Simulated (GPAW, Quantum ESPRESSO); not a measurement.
# Core-hole calculation of the Ti L₃ edge in TiNCl (Pmmn), part 2 of 3

What does one-electron theory with a core hole give for the Ti L₃ edge of TiNCl (Pmmn)?

GPAW 26.7.0; X-ray absorption from dipole matrix elements to empty bands, plane-wave PAW LDA.

So far. Step 2 (Ground state of the crystal): The mesh shows a gap of 0.51 eV, so the hole is first treated in a charged cell, without the excited electron. Step 3 (Spectrum without a core hole, Ti atom 1): Main maxima below 30 eV (height): 1.5 eV (6.21), 3.9 eV (3.13) and 12.0 eV (0.42). At an L edge the dipole rule selects empty d (and weakly s) states on the absorber, and the strong line at the onset measures the empty part of its d band.

### Step 5. Spectrum with FCH, Ti atom 1

The holes are 7.6 Å apart. In GPAW the data set carries the hole's charge, so charge=0 means a charged cell and charge=-1 a neutral one. The excited electron is left out and a uniform background balances the charge. After the field has converged, empty bands are computed with the density fixed and the dipole matrix elements are summed.

The input, xas.py:

```python
import numpy as np
from ase import Atoms
from ase.parallel import parprint, paropen
from gpaw import GPAW, PW, FermiDirac, Mixer, MixerDif, setup_paths
from gpaw.test import gen
setup_paths.insert(0, '.')
gen('Ti', name='fch2p', xcname='LDA', corehole=(2, 1, 1), write_xml=True)
from gpaw.mpi import world
world.barrier()

atoms = Atoms('Ti8Cl8N8',
    cell=[[-6.516, 3.937, 0],
     [6.516, 3.937, 0],
     [0, 3.937, -7.803]],
    scaled_positions=[[0.325, 0.575, 0.1],
     [0.825, 0.075, 0.1],
     [0.075, 0.825, 0.1],
     [0.575, 0.325, 0.1],
     [0.3, 0.3, 0.9],
     [0.8, 0.8, 0.9],
     [0.05, 0.55, 0.9],
     [0.55, 0.05, 0.9],
     [0.335, 0.335, 0.33],
     [0.835, 0.835, 0.33],
     [0.085, 0.585, 0.33],
     [0.585, 0.085, 0.33],
     [0.29, 0.54, 0.67],
     [0.79, 0.04, 0.67],
     [0.04, 0.79, 0.67],
     [0.54, 0.29, 0.67],
     [0.025, 0.025, 0.95],
     [0.525, 0.525, 0.95],
     [0.775, 0.275, 0.95],
     [0.275, 0.775, 0.95],
     [0.6, 0.85, 0.05],
     [0.1, 0.35, 0.05],
     [0.35, 0.1, 0.05],
     [0.85, 0.6, 0.05]],
    pbc=True)
atoms.calc = calc = GPAW(legacy_gpaw=True, mode=PW(500, force_complex_dtype=True), xc='LDA', setups={0: 'fch2p'},
    kpts={'size': (3, 3, 3), 'gamma': True}, occupations=FermiDirac(0.02),
    charge=0, mixer=Mixer(0.1, 5, 50), maxiter=150,
    convergence={'density': 0.0001, 'eigenstates': 1e-6}, txt='scf.txt')
energy = atoms.get_potential_energy() + calc.get_reference_energy()
ef = calc.get_fermi_level()
out = dict(energy=energy, fermi=ef, forces=atoms.get_forces().tolist())
parprint(f'all-electron energy {energy:.4f} eV, Fermi level {ef:.4f} eV')
ev = np.array([[calc.get_eigenvalues(k, s) for k in range(len(calc.get_ibz_k_points()))] for s in range(calc.get_number_of_spins())])
out['homo'], out['lumo'], out['counts'] = ev[ev < ef].max(), ev[ev > ef].min(), sorted(set((ev < ef).sum((0, 2)).tolist()))
out['filled'] = (ev[:, 0] < ef).sum(1).tolist()

from ase.units import Ha
from gpaw.xas import dipole_matrix_elements
nb = int(calc.get_number_of_electrons() / 2) + 280
top, nb = nb, nb + 8 + nb // 12
nscf = calc.fixed_density(kpts={'size': (4, 4, 4), 'gamma': True}, nbands=nb,
    convergence={'bands': top, 'eigenstates': 5e-3}, maxiter=60, txt='nscf.txt')
cell = atoms.cell.array
ops = [cell.T @ U.T @ np.linalg.inv(cell.T) for U in nscf.wfs.kd.symmetry.op_scc]
filled = [96]  # bands filled in the ground state, by spin
E = np.arange(-6, 34, 0.1)
fwhm = np.interp(E, [4, 25], [0.9, 3.5])
Y, X, zero, highest = 0, 0, 1e9, 1e9
for spin in range(nscf.get_number_of_spins()):
    wfs = nscf.wfs
    mine = wfs.bd.get_slice()  # this rank's bands
    A = dipole_matrix_elements(wfs.setups[0])
    eps = np.zeros((wfs.kd.nibzkpts, nb))
    d = np.zeros((3, A.shape[1], wfs.kd.nibzkpts, nb), complex)
    for kpt in wfs.kpt_u:
        if kpt.s == spin and 0 in kpt.P_ani:
            eps[kpt.k, mine] = kpt.eps_n * Ha
            d[:, :, kpt.k, mine] = (kpt.weight * wfs.nspins / 2) ** 0.5 * np.inner(A, kpt.P_ani[0])
    world.sum(eps)
    world.sum(d)
    T = np.einsum('amkn,bmkn->abkn', d, d.conj()).real
    T = sum(np.einsum('ai,ijkn,bj->abkn', R, T, R) for R in ops) / len(ops)
    empty = np.ones_like(eps, bool) & (np.arange(nb) >= filled[spin])
    zero, highest = min(zero, eps[empty].min()), min(highest, eps[:, top - 1].min())
    lines = [(eps, T, empty)] if spin == 0 else lines + [(eps, T, empty)]
for eps, T, empty in lines:
    f = np.einsum('aakn->akn', T).reshape(3, -1)
    x = eps.ravel() - zero
    w = np.interp(x, E, fwhm) / 2.35482
    g = np.exp(-0.5 * ((E[:, None] - x) / w) ** 2) / (w * (2 * np.pi) ** 0.5)
    Y = Y + (f * empty.ravel()) @ g.T
    X = X + (f * ~empty.ravel()) @ g.T
out.update(E=E.round(2).tolist(), xas=Y.tolist(), xes=X.tolist(), zero=zero, valid=highest - zero, nk=len(eps), nb=nb)
for i in range(0, len(E), 10):
    parprint(f'{E[i]:7.2f}', *(f'{v:10.3e}' for v in Y[:, i]))
import json
with paropen('out.json', 'w') as f:
    json.dump(out, f)
```

Run with:

```
$ OMP_NUM_THREADS=1 mpirun -n 4 gpaw python xas.py
```

Numbers of over 12 decimals in the logs are rounded to 6 here.

The log of the run:

```text
Input parameters:
  convergence: {density: 0.0001,
                eigenstates: 1e-06}
  kpts: {gamma: True,
         size: (3, 3, 3)}
  maxiter: 150
  mixer: {backend: pulay,
          beta: 0.1,
          method: separate,
          nmaxold: 5,
          weight: 50}
  mode: {ecut: 500.0,
         force_complex_dtype: True,
         name: pw}
  occupations: {fixmagmom: False,
                name: fermi-dirac,
                width: 0.02}
  setups: {0: fch2p}

Initialize ...

[... PAW data sets ...]

Reference energy: -296843.185727  # eV

Spin-paired calculation

[... convergence settings ...]
Symmetries present (total): 2
  [... symmetry matrices ...]

27 k-points: 3 x 3 x 3 Monkhorst-Pack grid
10 k-points in the irreducible part of the Brillouin zone
       k-points in crystal coordinates                weights
   0:     0.00000000    0.00000000    0.00000000          1/27
   1:     0.00000000    0.00000000    0.33333333          2/27
   2:     0.33333333   -0.33333333   -0.33333333          2/27
   3:     0.33333333   -0.33333333    0.00000000          2/27
   4:     0.33333333   -0.33333333    0.33333333          2/27
   5:     0.33333333    0.00000000   -0.33333333          4/27
   6:     0.33333333    0.00000000    0.00000000          4/27
   7:     0.33333333    0.00000000    0.33333333          4/27
   8:     0.33333333    0.33333333    0.00000000          4/27
   9:     0.33333333    0.33333333    0.33333333          2/27

Wave functions: Plane wave expansion
  Cutoff energy: 500.000 eV
  Number of coefficients (min, max): 10140, 10185
  Pulay-stress correction: 0.000000 eV/Ang^3 (de/decut=0.000000)
  Using FFTW library
  Wavefunction extrapolation:
    Improved wavefunction reuse through dual PAW basis

Occupation numbers: Fermi-Dirac:
  width: 0.0200  # eV

Eigensolver
   Davidson(niter=2)

Densities:
  Coarse grid: 48*48*48 grid
  Fine grid: 96*96*96 grid
  Total Charge: 1.000000

Density mixing:
  Method: separate
  Backend: pulay
  Linear mixing parameter: 0.1
  old densities: 5
  Width of damping distribution: 1.1
  Damping of long wavelength oscillations: 50

[... Hamiltonian set-up ...]
Number of atoms: 24
Number of atomic orbitals: 168
Number of bands in calculation: 120
Number of valence electrons: 192
Bands to converge: occupied

... initialized

Initializing position-dependent things.

Density initialized from atomic densities
Creating initial wave functions:
  120 bands from LCAO basis set

                 N        N

        Ti     NTi     NTi      Ti

            Cl      Cl      Cl

         Cl      Cl     TiCl      Cl

             TiN     TiN      Ti

                    N

Atomic positions and initial magnetic moments

Positions:
   0 Ti     1.629000    3.937000   -0.780300    ( 0.0000,  0.0000,  0.0000)
   1 Ti    -4.887000    3.937000   -0.780300    ( 0.0000,  0.0000,  0.0000)
   2 Ti     4.887000    3.937000   -0.780300    ( 0.0000,  0.0000,  0.0000)
   3 Ti    -1.629000    3.937000   -0.780300    ( 0.0000,  0.0000,  0.0000)
   4 Ti     0.000000    5.905500   -7.022700    ( 0.0000,  0.0000,  0.0000)
   5 Ti    -0.000000    9.842500   -7.022700    ( 0.0000,  0.0000,  0.0000)
   6 Ti     3.258000    5.905500   -7.022700    ( 0.0000,  0.0000,  0.0000)
[...]
21 N      1.629000    1.968500   -0.390150    ( 0.0000,  0.0000,  0.0000)
  22 N     -1.629000    1.968500   -0.390150    ( 0.0000,  0.0000,  0.0000)
  23 N     -1.629000    5.905500   -0.390150    ( 0.0000,  0.0000,  0.0000)

Unit cell:
           periodic     x           y           z      points  spacing
  1. axis:    yes   -6.516000    3.937000    0.000000    48     0.1289
  2. axis:    yes    6.516000    3.937000    0.000000    48     0.1289
  3. axis:    yes    0.000000    3.937000   -7.803000    48     0.1626

  Lengths:   7.613030   7.613030   8.739953
  Angles:   76.529140  76.529140 117.718834

[...]
iter:  16  -201.232085c  -4.62  -3.02
iter:  17  -201.230909c  -4.28  -3.11
iter:  18  -201.230888c  -5.24  -3.50
iter:  19  -201.230877c  -5.32  -3.58
iter:  20  -201.230842c  -5.38  -3.64
iter:  21  -201.230822c  -6.00  -3.84
iter:  22  -201.230851c  -5.44  -4.00
iter:  23  -201.230811c  -6.36c -4.04c

Converged after 23 iterations.

Dipole moment: (0.136217, -48.369881, -0.233949) |e|*Ang

Energy contributions relative to reference atoms: (reference = -296843.185727)

Kinetic:       +100.100158
Potential:     -140.369070
External:        +0.000000
XC:            -160.556143
Entropy (-ST):   -0.001649
Local:           -0.404932
SIC:             +0.000000
--------------------------
Free energy:   -201.231635
Extrapolated:  -201.230811

Showing only first 2 kpts
 Kpt  Band  Eigenvalues  Occupancy
  0    94      3.19991    2.00000
  0    95      3.84537    1.90870
  0    96      3.97281    0.06898
  0    97      4.23626    0.00000

  1    94      3.10785    2.00000
  1    95      3.84545    1.90833
  1    96      3.96447    0.10283
[...]
Fermi level: 3.90617

Gap: 0.119 eV
Transition (v -> c):
  (s=0, k=1, n=95, [0.00, 0.00, 0.33]) -> (s=0, k=1, n=96, [0.00, 0.00, 0.33])
No difference between direct/indirect transitions

Forces in eV/Ang:
  0 Ti   -0.00000    0.00000    1.77691
  1 Ti   -0.00000    0.00000    0.37237
  2 Ti    0.47537    0.00000    0.17497
  3 Ti   -0.47537    0.00000    0.17497
  4 Ti   -0.17038   -0.27435   -0.17567
  5 Ti   -0.17038    0.27435   -0.17567
  6 Ti    0.17038   -0.27435   -0.17567
[...]
21 N    -0.00000    1.00703   -0.18706
 22 N    -0.00000    0.00000    0.29947
 23 N    -0.00000   -0.00000    0.29947
Scalar-relativistic atomic LDA calculation for Ti (Titanium, Z=22)
Core hole in 2p state (2p occupation: 5.0)
600 radial gridpoints.
|------------------------------------------------|
|------------------------------------------------|
[... the atom generator's iteration count ...]

Energy contributions:
-------------------------
Kinetic:     +840.951808
XC:           -38.159691
Potential:  -1637.204215
-------------------------
Total:       -834.412098

state      eigenvalue         ekin         rmax
-----------------------------------------------
1s^2.0 :  -181.064528   235.325042        0.046
2s^2.0 :   -21.363941    42.104594        0.267
2p^5.0 :   -18.159148    41.016682        0.216
3s^2.0 :    -2.935989     9.285554        0.841
3p^6.0 :    -2.056013     8.135234        0.857
3d^2.0 :    -0.698827     5.453742        0.842
4s^2.0 :    -0.456177     1.359564        2.533
4p^0.0 :    -0.296469     0.971318        2.997
-----------------------------------------------
(units: Bohr and Hartree)

Generating PAW setup
Kinetic energy of the core from tauc = 764.206873
Cutoffs:
rc(s)=2.400
rc(p)=2.000
rc(d)=2.000
rc(vbar)=1.800
rc(comp)=2.300
rc(nct)=2.400

Kinetic energy of the core states: 759.942682
Charge: 1.0
Core electrons: 9.0
Valence electrons: 12.0
Pseudo-core charge: 0.000000
Shape function alpha=1.890
Pseudo-electron charge 5.471253
state    eigenvalue         norm
--------------------------------
3s(2) :    -2.935989     0.238035
4s(2) :    -0.456177     1.015353
3p(6) :    -2.056013     0.358445
4p(0) :    -0.296469     0.966031
3d(2) :    -0.698827     0.406904
*d    :     0.301173
--------------------------------

Diagonalizing with gridspacing h=0.050

state   all-electron     PAW
-------------------------------
3s:      -2.935989    -2.936286
3p:      -2.056013    -2.056677
3d:      -0.698827    -0.699422
*f:                   -0.027292
-------------------------------
<dir> UserWarning: Initial realspace grid (40,40,48) inconsistent with symmetries.
  warnings.warn(
<dir> UserWarning: Using symmetrized grid: (48,48,48).

  warnings.warn('Using symmetrized grid: ({},{},{}).\n'.format(*N_c))
<dir> UserWarning: Initial realspace grid (40,40,48) inconsistent with symmetries.
  warnings.warn(
<dir> UserWarning: Initial realspace grid (40,40,48) inconsistent with symmetries.
  warnings.warn(
<dir> UserWarning: Initial realspace grid (40,40,48) inconsistent with symmetries.
  warnings.warn(
<dir> UserWarning: Using symmetrized grid: (48,48,48).

  warnings.warn('Using symmetrized grid: ({},{},{}).\n'.format(*N_c))
<dir> UserWarning: Using symmetrized grid: (48,48,48).

  warnings.warn('Using symmetrized grid: ({},{},{}).\n'.format(*N_c))
<dir> UserWarning: Using symmetrized grid: (48,48,48).

  warnings.warn('Using symmetrized grid: ({},{},{}).\n'.format(*N_c))
all-electron energy -297044.4165 eV, Fermi level 3.9062 eV
[...]
31.00  2.054e-04  1.863e-04  2.267e-04
  32.00  2.171e-04  1.993e-04  2.344e-04
  33.00  2.294e-04  2.237e-04  2.423e-04
```

It took 19 min on 4 MPI ranks of Arm Neoverse V1, shared host; peak memory 1.3 GiB; 75 min of CPU time.

The Ti L₃ spectrum, Ti atom 1, full core hole (charged cell) (energy from the lowest empty level; intensity scaled to a mean of 1 over the first 20 eV; polarised curves are means over the symmetry-equivalent atoms):

```
E (eV)  isotropic  ε ∥ x  ε ∥ y  ε ∥ z
  -2.0       0.00   0.00   0.00   0.00
  -1.0       0.02   0.02   0.03   0.02
   0.0       6.06   5.03   6.27   6.87
   1.0       4.34   4.70   3.92   4.38
   2.0       2.21   2.82   1.67   2.15
   3.0       3.01   3.44   2.84   2.76
   4.0       1.53   1.16   2.64   0.78
   5.0       0.34   0.30   0.45   0.27
   6.0       0.18   0.12   0.30   0.11
   7.0       0.03   0.03   0.03   0.04
   8.0       0.12   0.10   0.11   0.14
   9.0       0.23   0.22   0.21   0.25
  10.0       0.27   0.26   0.22   0.34
  11.0       0.32   0.32   0.22   0.40
  12.0       0.37   0.43   0.23   0.44
  13.0       0.35   0.41   0.23   0.43
  14.0       0.28   0.28   0.20   0.37
  15.0       0.24   0.21   0.18   0.32
  16.0       0.22   0.20   0.20   0.27
  17.0       0.25   0.23   0.28   0.25
  18.0       0.29   0.26   0.33   0.27
  19.0       0.30   0.29   0.34   0.27
  20.0       0.31   0.31   0.34   0.27
  21.0       0.31   0.33   0.34   0.27
  22.0       0.31   0.32   0.34   0.28
  23.0       0.30   0.31   0.31   0.28
  24.0       0.29   0.30   0.28   0.28
  25.0       0.28   0.29   0.26   0.28
  26.0       0.28   0.29   0.26   0.28
  27.0       0.28   0.28   0.27   0.29
  28.0       0.29   0.28   0.28   0.30
  29.0       0.29   0.28   0.28   0.31
  30.0       0.28   0.28   0.26   0.31
  31.0       0.29   0.29   0.26   0.32
  32.0       0.30   0.30   0.28   0.33
```

Main maxima below 30 eV (height): 0.4 eV (9.87) and 3.2 eV (3.30). 

The hole costs E(hole) − E(ground) = 452.51 eV, and the lowest empty level of the hole cell on the spectrum's mesh lies at 3.96 eV, which puts the zero at 456.47 eV. Two terms are added: -1.48 eV, since the hole is spin-paired here and a spin-polarised one costs that much less in the free atom (computed apart); −2.13 eV, a third of the tabulated L₂–L₃ splitting, since the scalar-relativistic hole is their mean. The photon energy is then 452.86 eV. The tabulated edge of the element is 453.8 eV. The functional and the charged cell's background leave an error of a few eV in such absolute values.

(Continued in part 3 of 3.)

[Banner, clock and machine lines of the logs are left out without a mark of their own.]

[Logs are printed without paths, hosts, clocks, repeated set-up lines and the standing remarks that a program may print on its own settings, such as how far it seeks lower states.]

[Hosts, paths, dates, database ids (printed as entryN), source tags and the programs' standing remarks are cut or masked in the printed files.]

[Lists of maxima count a maximum above −3 eV only where it reaches 4 % of the highest in the window and stands out from its surroundings by 2 % of it (1.5 % where it reaches 55 %); shoulders and weaker maxima are passed over, and of the rest the first, up to two pre-edge ones and the few strongest are named.]
